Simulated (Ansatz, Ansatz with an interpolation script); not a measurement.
Rows from a G0W0 calculation on KRb2BiF6 (Fm-3m) (Ansatz 0.2.0; G0W0 on LDA, plane waves, PAW; PAW set soft_1; 4×4×4 mesh, 773 empty bands, screening to 140 eV, PAW set soft_1 files), in eV. Spin-orbit coupling is left out.

```tsv
row	k	band	start	Σx	Σc at the solution	Vxc
A	(0.000, 0.000, -0.500)	v1	3.274	-28.906	3.265	-24.390
B	(0.000, 0.000, -0.500)	c2	8.757	-10.849	-3.009	-15.717
C	Γ	c2	8.488	-9.636	-3.030	-14.437
D	Γ	c1	7.623	-5.739	-3.082	-10.261
E	Γ	v1	2.762	-26.934	3.053	-22.584
F	(0.000, 0.000, -0.500)	c1	7.845	-8.704	-2.940	-13.261
```

Question: Work out each quasiparticle level and how far it moved.

The quasiparticle equation reads E = start + Σx + Σc(E) − Vxc.

```tsv
row	E (eV)	shift (eV)
A	2.023	−1.251
B	10.617	+1.859
C	10.259	+1.771
D	9.064	+1.440
E	1.465	−1.297
F	9.462	+1.617
```

The gap over the computed points goes from 4.35 eV to 7.04 eV.

Limits: not at the basis limit; no spin-orbit coupling.

[Paths, hosts, dates, memory and timing lines, banners, echoed tables and standing remarks are left out of the program output.]

[Logs are printed without paths, hosts, clocks, repeated set-up lines and the standing remarks that a program may print on its own settings, such as how far it seeks lower states.]

[Runs of the session that timed out or met a known fault of the program may be left out.]

[Hosts, paths, dates, database ids (printed as entryN), source tags and the programs' standing remarks are cut or masked in the printed files.]
